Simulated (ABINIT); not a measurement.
# Quasiparticle gap of SiO2 (Stishovite) in ABINIT

Aim: the G0W0 gap of SiO2 (Stishovite) on LDA, step by step.

Program: ABINIT 10.8.3. Level of theory: LDA and many-body steps on it, plane waves. Results are calculated unless marked as measured.

### 1. The structure

It takes space group P4_2/mnm (No. 136, tetragonal). Conventional cell: a = 4.177 Å, b = 4.177 Å, c = 2.665 Å, α = 90.00°, β = 90.00°, γ = 90.00°. Si has 6 O at 1.76 to 1.81 Å nearest. Nearest to O lie 3 Si at 1.76 to 1.81 Å. Farther neighbours and most contacts between anions are not listed.

The cell and positions come from the Crystallography Open Database and are kept as given unless a step says otherwise.

### 2. Ground state

This step: ABINIT 10.8.3; DFT, LDA, plane waves, norm-conserving pseudopotentials.

The ground-state density comes first.

Contents of run.abi:

```
acell 3*1.0 Angstrom
rprim 
  4.177300000000 0.000000000000 0.000000000000
  0.000000000000 4.177300000000 0.000000000000
  0.000000000000 0.000000000000 2.665200000000
ntypat 2
znucl 14 8
natom 6
typat 1 1 2 2 2 2
xred 
  0.000000000000 0.000000000000 0.000000000000
  0.500000000000 0.500000000000 0.500000000000
  0.305900000000 0.305900000000 0.000000000000
  0.194100000000 0.805900000000 0.500000000000
  0.694100000000 0.694100000000 0.000000000000
  0.805900000000 0.194100000000 0.500000000000
pp_dirpath "pseudos"
pseudos "Si.upf, O.upf"
ecut 36
ngkpt 6 6 8
nshiftk 1
shiftk 0 0 0
kptopt 1
chksymbreak 0
nband 23
occopt 1
tolvrs 1e-10
nstep 60
prtwf 0
optforces 0
optstress 0
indata_prefix "in"
outdata_prefix "out"
tmpdata_prefix "tmp"
```

The run is started by

```console
> OMP_NUM_THREADS=1 mpirun -n 4 abinit run.abi > log
```

Numbers of over 12 decimals in the logs are rounded to 6 here.

What it wrote:

```text
.Version 10.8.3 of ABINIT. v10.8.2 released Aug 2026.

 Symmetries : space group P4_2/m n m (#136); Bravais tP (primitive tetrag.)
================================================================================
 Values of the parameters that define the memory need of the present run
     intxc =       0    ionmov =       0      iscf =       7    lmnmax =       6
     lnmax =       6     mgfft =      45  mpssoang =       3    mqgrid =    3001
     natom =       6  nloc_mem =       1    nspden =       1   nspinor =       1
    nsppol =       1      nsym =      16    n1xccc =    2501    ntypat =       2
    occopt =       1   xclevel =       1
-    mband =          23        mffmem =           1         mkmem =          13
       mpw =        3254          nfft =       60750          nkpt =          50
================================================================================
  Rough estimation (10% accuracy) of disk space for files :
================================================================================

--------------------------------------------------------------------------------
------------- Echo of variables that govern the present computation ------------
--------------------------------------------------------------------------------
 -outvars: echo values of preprocessed input variables --------
            acell      1.8897261259E+00  1.8897261259E+00  1.8897261259E+00 Bohr

      chksymbreak           0
             ecut      3.60000000E+01 Hartree
-          fftalg         312

              ixc       -1012
              kpt      0.00000000E+00  0.00000000E+00  0.00000000E+00
                       1.66666667E-01  0.00000000E+00  0.00000000E+00
                       3.33333333E-01  0.00000000E+00  0.00000000E+00
                       5.00000000E-01  0.00000000E+00  0.00000000E+00
                       1.66666667E-01  1.66666667E-01  0.00000000E+00
                       3.33333333E-01  1.66666667E-01  0.00000000E+00
                       5.00000000E-01  1.66666667E-01  0.00000000E+00
                       3.33333333E-01  3.33333333E-01  0.00000000E+00
                       5.00000000E-01  3.33333333E-01  0.00000000E+00
   [... 39 further rows ...]
                       5.00000000E-01  3.33333333E-01  5.00000000E-01
                       5.00000000E-01  5.00000000E-01  5.00000000E-01
         kptrlatt        6    0    0      0    6    0      0    0    8
          kptrlen      4.02919846E+01
P           mkmem          13
            natom           6
            nband          23
            ngfft          45      45      30
             nkpt          50
            nstep          60
             nsym          16
           ntypat           2
              occ      2.000000  2.000000  2.000000  2.000000  2.000000  2.000000
                       2.000000  2.000000  2.000000  2.000000  2.000000  2.000000
                       2.000000  2.000000  2.000000  2.000000  0.000000  0.000000
                       0.000000  0.000000  0.000000  0.000000  0.000000
        optforces           0
        optstress           0
            prtwf           0
            rprim      4.1773000000E+00  0.0000000000E+00  0.0000000000E+00
[...]
spgroup         136

           tolvrs      1.00000000E-10

             xred      0.0000000000E+00  0.0000000000E+00  0.0000000000E+00
[...]
znucl       14.00000    8.00000

================================================================================

 chkinp: Checking input parameters for consistency.

================================================================================
== DATASET  1 ==================================================================
-   mpi_nproc: 4, omp_nthreads: 1 (-1 if OMP is not activated)

--- !DatasetInfo
iteration_state: {dtset: 1, }
dimensions: {natom: 6, nkpt: 50, mband: 23, nsppol: 1, nspinor: 1, nspden: 1, mpw: 3254, }
cutoff_energies: {ecut:  36.0, pawecutdg:  -1.0, }
electrons: {nelect:   3.20000000E+01, charge:   0.00000000E+00, occopt:   1.00000000E+00, tsmear:   1.00000000E-02, }

 Real(R)+Recip(G) space primitive vectors, cartesian coordinates (Bohr,Bohr^-1):
 R(1)=  7.8939529  0.0000000  0.0000000  G(1)=  0.1266792  0.0000000  0.0000000
 R(2)=  0.0000000  7.8939529  0.0000000  G(2)=  0.0000000  0.1266792  0.0000000
 R(3)=  0.0000000  0.0000000  5.0364981  G(3)=  0.0000000  0.0000000  0.1985507
 Unit cell volume ucvol=  3.1384682E+02 bohr^3
 Angles (23,13,12)=  9.00000000E+01  9.00000000E+01  9.00000000E+01 degrees

 getcut: wavevector=  0.0000  0.0000  0.0000  ngfft=  45  45  30
         ecut(hartree)=     36.000   => boxcut(ratio)=   2.06368

--- Pseudopotential description ------------------------------------------------
- Si Generated using ONCVPSP code by D. R. Hamann
- 14.00000   4.00000  180309                  znucl, zion, pspdat
12 -1012 2 -1 1510                            pspcod,pspxc,lmax,lloc,mmax
     nproj     2     2     2
  pspatm : epsatm=    6.67003958
         --- l  ekb(1:nproj) -->
[...]
pspatm: atomic psp has been read  and splines computed

- O Generated using ONCVPSP code by D. R. Hamann
-  8.00000   6.00000  201201                  znucl, zion, pspdat
12 -1012 2 -1 926                             pspcod,pspxc,lmax,lloc,mmax
     nproj     2     2     1
  pspatm : epsatm=    6.27558587
         --- l  ekb(1:nproj) -->
[...]
2   -1.033686
 pspatm: atomic psp has been read  and splines computed

   1.23015752E+03                                ecore*ucvol(ha*bohr**3)
--------------------------------------------------------------------------------

_setup2: Arith. and geom. avg. npw (full set) are    3237.045    3237.034

================================================================================

--- !BeginCycle
iteration_state: {dtset: 1, }
solver: {iscf: 7, nstep: 60, nline: 4, wfoptalg: 0, }
tolerances: {tolvrs: 1.00E-10, }

     iter   Etot(hartree)      deltaE(h)  residm     vres2
 ETOT  1  -74.574082170560    -7.457E+01 7.773E-02 5.587E+02
 ETOT  2  -74.658371315383    -8.429E-02 1.081E-02 4.428E+02
 ETOT  3  -74.871182289738    -2.128E-01 1.023E-02 1.196E+00
 ETOT  4  -74.871995329520    -8.130E-04 4.173E-03 2.931E-03
 ETOT  5  -74.871996855987    -1.526E-06 2.695E-03 8.528E-05
 ETOT  6  -74.871996874258    -1.827E-08 3.241E-03 4.683E-06
 ETOT  7  -74.871996875687    -1.429E-09 1.163E-03 5.668E-08
 ETOT  8  -74.871996875694    -6.679E-12 1.063E-03 2.378E-09
 ETOT  9  -74.871996875695    -8.384E-13 2.165E-04 1.989E-11

 At SCF step    9       vres2   =  1.99E-11 < tolvrs=  1.00E-10 =>converged.

--- !ResultsGS
iteration_state: {dtset: 1, }
comment   : Summary of ground state results
lattice_vectors:
- [  7.8939529,   0.0000000,   0.0000000, ]
- [  0.0000000,   7.8939529,   0.0000000, ]
- [  0.0000000,   0.0000000,   5.0364981, ]
lattice_lengths: [   7.89395,    7.89395,    5.03650, ]
lattice_angles: [ 90.000,  90.000,  90.000, ] # degrees, (23, 13, 12)
lattice_volume:   3.1384682E+02
convergence: {deltae: -8.384E-13, res2:  1.989E-11, residm:  2.165E-04, diffor:  0.000E+00, }
etotal    :  -7.48719969E+01
entropy   :   0.00000000E+00
fermie    :   2.55733456E-01
cartesian_stress_tensor: null
pressure_GPa: null
xred      :
- [  0.0000E+00,   0.0000E+00,   0.0000E+00, Si]
- [  5.0000E-01,   5.0000E-01,   5.0000E-01, Si]
- [  3.0590E-01,   3.0590E-01,   0.0000E+00,  O]
- [  1.9410E-01,   8.0590E-01,   5.0000E-01,  O]
- [  6.9410E-01,   6.9410E-01,   0.0000E+00,  O]
- [  8.0590E-01,   1.9410E-01,   5.0000E-01,  O]
cartesian_forces: null
force_length_stats: {min: null, max: null, mean: null, }

 Integrated electronic density in atomic spheres:
 ------------------------------------------------
 Atom  Sphere_radius  Integrated_density
[...]
================================================================================

 ----iterations are completed or convergence reached----

 Mean square residual over all n,k,spin=   22.566E-07; max=  21.645E-05
 reduced coordinates (array xred) for    6 atoms
[...]
0.500000000000      0.500000000000      0.500000000000
       0.305900000000      0.305900000000      0.000000000000
       0.194100000000      0.805900000000      0.500000000000
       0.694100000000      0.694100000000      0.000000000000
       0.805900000000      0.194100000000      0.500000000000
 rms dE/dt=  0.0000E+00; max dE/dt=  0.0000E+00; dE/dt below (all hartree)
    1       0.000000000000      0.000000000000      0.000000000000
    2       0.000000000000      0.000000000000      0.000000000000
    3       0.000000000000      0.000000000000      0.000000000000
    4       0.000000000000      0.000000000000      0.000000000000
    5       0.000000000000      0.000000000000      0.000000000000
    6       0.000000000000      0.000000000000      0.000000000000

 cartesian coordinates (angstrom) at end:
    1      0.000000     0.000000     0.000000
    2      2.088650     2.088650     1.332600
    3      1.277836     1.277836     0.000000
    4      0.810814     3.366486     1.332600
    5      2.899464     2.899464     0.000000
    6      3.366486     0.810814     1.332600
 length scales=  1.889726125908  1.889726125908  1.889726125908 bohr
              =  1.000000000000  1.000000000000  1.000000000000 angstroms
 prteigrs : about to open file out_EIG
 Fermi (or HOMO) energy (hartree) =   0.25573   Average Vxc (hartree)=  -0.46525
 Eigenvalues (hartree) for nkpt=  50  k points:
 kpt#   1, nband= 23, wtk=  0.00347, kpt=  0.0000  0.0000  0.0000 (reduced coord)
  -0.56576   -0.42781   -0.42781   -0.41921   -0.14497    0.01654    0.01654    0.02162
   0.05541    0.06533    0.13850    0.13850    0.16186    0.22251    0.22251    0.25573
   0.46391    0.49441    0.56462    0.56462    0.65152    0.67745    0.77280
 prteigrs : prtvol=0 or 1, do not print more k-points.

--- !EnergyTerms
iteration_state     : {dtset: 1, }
comment             : Components of total free energy in Hartree
kinetic             :  4.92346763472169E+01
hartree             :  1.54984140199668E+01
xc                  : -2.01468743477233E+01
Ewald energy        : -6.39508232852962E+01
psp_core            :  3.91961118920178E+00
local_psp           : -4.91705168750106E+01
non_local_psp       : -1.02564839240502E+01
total_energy        : -7.48719968756948E+01
total_energy_eV     : -2.03737082599241E+03
band_energy         : -1.78300074818771E+00

== END DATASET(S) ==============================================================
================================================================================

 -outvars: echo values of variables after computation  --------
           etotal     -7.4871996876E+01
            nband          23
             nkpt          50
          spgroup         136
 [... the other variables as echoed above ...]

 Calculation completed.
```

The job ended after 30 s (4 MPI ranks of Arm Neoverse V2, shared host; peak memory 0.33 GiB).

This step gave:

```yaml
total_energy: -2037.3708 eV
gap: 5.665 eV
k_of_the_valence_top: 0, 0, 0
k_of_the_conduction_bottom: 0, 0, 0
least_direct_gap: 5.665 eV
```

The gap is direct, at Γ.

[end of part 1 of 3]

[Paths, hosts, dates, memory and timing lines, banners, echoed tables and standing remarks are left out of the program output.]

[Logs are printed without paths, hosts, clocks, repeated set-up lines and the standing remarks that a program may print on its own settings, such as how far it seeks lower states.]

[Runs of the session that timed out or met a known fault of the program may be left out.]

[Hosts, paths, dates, database ids (printed as entryN), source tags and the programs' standing remarks are cut or masked in the printed files.]

[G0W0 gaps are taken among the corrected bands and points alone; a level outside them can change the order at an edge.]

[Where Ansatz stands beside ABINIT at settings called matched, ABINIT's density can come from a denser mesh and the files from another edition; pairs whose starting gaps differed by over 0.03 eV were left out, so agreement reads better than it is.]
